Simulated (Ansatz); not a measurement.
# Zn(0001) film, 1 layer, flat: channels in plane against thickness, part 2 of 2

How does quantum confinement change the conductance of Zn(0001) film, 1 layer, flat and thicker films?

Ansatz 0.2.0; Ansatz plane-wave DFT, PBE, PAW files; ballistic transport by layer matching (Landauer), zero bias.

So far, lead conductance per cell (G₀): step 2 (with 1 layer) 1.01.

### 5. With 4 layers, thickness 9.893 A (continued)

Per spin. Table of open channels, zone mean, lead by energy, zero at the Fermi level:

```
energy (eV)  open channels, zone mean, lead
     -0.270                            2.89
     -0.234                            2.76
     -0.198                            2.89
     -0.162                            2.72
     -0.126                            2.76
     -0.090                            2.67
     -0.054                            2.59
     -0.018                            2.46
      0.018                             2.5
      0.054                            2.41
      0.090                            2.46
      0.126                            2.54
      0.162                            2.37
      0.198                            2.28
      0.234                            2.33
      0.270                            2.24
```

The lead conductance per cell is 2.47 G₀, 8.2 % over the 2.28 G₀ of the last finished run, within the error estimates, leads' steps apart, of 15 and 11 %.

### 6. With 5 layers, thickness 12.367 A

The film grows to 5 layers.

System of this step: Zn(0001) film, 5 layers, flat. The cell holds 10 atoms: 10 Zn. Cell: a = 20.893 Å, b = 2.665 Å, c = 4.616 Å, α = 90.0°, β = 90.0°, γ = 90.0°. It derives from Zn. Vacuum lies along a. The structure's axis is c.

File input.yaml:

```yaml
crystal:
  lattice:
    - [20.8934, 0.0, 0.0]
    - [0.0, 2.6648, 0.0]
    - [0.0, 0.0, 4.615568992]
  atoms:
    - { symbol: Zn, position: [0.2153790192, 0.0, 0.0] }
    - { symbol: Zn, position: [0.2153790192, 0.5, 0.5] }
    - { symbol: Zn, position: [0.3337585075, 0.0, 0.3333333333] }
    - { symbol: Zn, position: [0.3337585075, 0.5, 0.8333333333] }
    - { symbol: Zn, position: [0.4521379957, 0.0, 0.0] }
    - { symbol: Zn, position: [0.4521379957, 0.5, 0.5] }
    - { symbol: Zn, position: [0.570517484, 0.0, 0.3333333333] }
    - { symbol: Zn, position: [0.570517484, 0.5, 0.8333333333] }
    - { symbol: Zn, position: [0.6888969722, 0.0, 0.0] }
    - { symbol: Zn, position: [0.6888969722, 0.5, 0.5] }
kpoints:
  mp_grid: { grid: [1, 16, 9] }
hamiltonian:
  xc: pbe
scf:
  occupations: { method: fermi_dirac, width: 0.1 }
output:
  transmission:
    leads: [[0, 0]]
    kmesh: [1, 46]
    e_range: [-0.27, 0.27]
    de: 0.036
```

The run is started by

```sh
$ ansatz run input.yaml --threads 4 --pin off --max-ram 8192MiB --backend cpu --events-out ev --progress --plain --runs-dir out
```

Numbers of over 12 decimals in the logs are rounded to 6 here.

What it wrote:

```text
[...]
Crystal: 10 atoms, lattice volume = 256.980 Å³
Basis set: ecut = 420 eV, 5047 PW (Γ)
Bands: 72, of which v1, the nominal top of the filled ones, is band 60 counted from 1 (59 counted from 0)
Symmetry: 8 space group operations
[...]
k-points: 45 of 144 (time reversal used)
[...]
k-point 44: bands = [... 56 lower, 3.4506, 3.4506, 3.5124, 3.5124, 5.3452, 5.3452, 5.6152, 5.6152, ... 8 higher]
--- Transmission ---
  basis      : 497 plane waves across, 6 finite elements along
  points     : 24, standing for a mesh of 1 x 46
[...]
crystal 0  : Zn10, at the sites [0, 0], period 4.6156 Å: whole cells are its period
[...]
filled         : 15.1 meV over the level at which it is neutral
    channels       : 3.086957e0 a spin
[...]
[key lines of the parts left out:]
SCF converged after 7 iterations
Free energy (F): -33189.836025 eV
Fermi energy:    4.904501 eV
```

It took 20 min on 4 threads of Arm Neoverse V2, shared host; peak memory 3.1 GiB; 77 min of CPU time.

Numbers from this step:

| Item | Value |
| --- | --- |
| free energy | -33189.8360 eV |
| energy at zero smearing | -33189.7969 eV |
| Fermi energy | 4.905 eV |
| cell area | 55.68 Å² |
| estimated errors of the lead's conductance | 0, 10.8, 0.7 % (band edges, k-mesh, distance from neutral) |
| lead conductance per cell | 3.069 G₀ |

Per spin. The open channels, zone mean, lead by energy, zero at the Fermi level:

```
energy (eV)  open channels, zone mean, lead
     -0.270                            3.59
     -0.234                            3.28
     -0.198                            3.24
     -0.162                            3.33
     -0.126                            3.28
     -0.090                            3.11
     -0.054                            3.09
     -0.018                            3.13
      0.018                            3.09
      0.054                            2.91
      0.090                            3.04
      0.126                               3
      0.162                            3.04
      0.198                            3.13
      0.234                               3
      0.270                            2.78
```

The lead conductance per cell is 3.07 G₀, 24 % over the 2.47 G₀ of the last finished run.

### 7. All levels side by side

Times are for 4 threads of Arm Neoverse V2, shared host. Results by setting:

```
no.  layers  lead conductance per cell (G₀)     time  memory (GiB)
  1       1                           1.009  1.7 min          0.86
  2       2                           1.624  3.7 min           1.3
  3       3                           2.280  7.3 min           1.8
  4       4                           2.468   13 min           2.4
  5       5                           3.069   20 min           3.1
```

The runs together. Table of open channels, zone mean by energy, zero at the Fermi level:

```
energy (eV)      1     2     3     4     5
     -0.270  0.978  1.67  2.54  2.89  3.59
     -0.234  0.978  1.67  2.41  2.76  3.28
     -0.198  0.978  1.67  2.33  2.89  3.24
     -0.162  0.978  1.76  2.24  2.72  3.33
     -0.126   1.02  1.72  2.24  2.76  3.28
     -0.090   1.02  1.72  2.33  2.67  3.11
     -0.054   1.02  1.63  2.37  2.59  3.09
     -0.018   1.02  1.67  2.33  2.46  3.13
      0.018   1.02  1.59  2.28   2.5  3.09
      0.054  0.935   1.5  2.24  2.41  2.91
      0.090  0.935  1.54  2.11  2.46  3.04
      0.126  0.935  1.54  2.07  2.54     3
      0.162  0.935  1.54  1.98  2.37  3.04
      0.198  0.935  1.59  2.02  2.28  3.13
      0.234  0.935  1.59  2.02  2.33     3
      0.270  0.935  1.41  1.98  2.24  2.78
```

### 8. Outcome

```yaml
conductance_per_cell_1_layer: 1.01 G₀
conductance_per_cell_2_layers: 1.62 G₀
conductance_per_cell_3_layers: 2.28 G₀
conductance_per_cell_4_layers: 2.47 G₀
conductance_per_cell_5_layers: 3.07 G₀
```

The conductance per cell width goes from 1.01 G0 at 1 to 3.07 G0 at 5 layers. Over the film's own cross-section (layers × spacing × width) the conductance runs from 1.2 to 0.72×10¹⁵ S/m²; that nominal section leaves out the charge that spills into the vacuum, which flatters the thinnest films. The gains from one thickness to the next are 0.61, 0.66, 0.19 and 0.60 G0 per added layer; their spread isn't beyond the error estimates. The film repeats perfectly along the current, so nothing scatters; its faces are clean and not relaxed. The program's error estimates for the conductances, leads' steps apart, run from 10 to 17 %.

[Logs are printed without paths, hosts, clocks, repeated set-up lines and the standing remarks that a program may print on its own settings, such as how far it seeks lower states.]

[Hosts, paths, dates, database ids (printed as entryN), source tags and the programs' standing remarks are cut or masked in the printed files.]
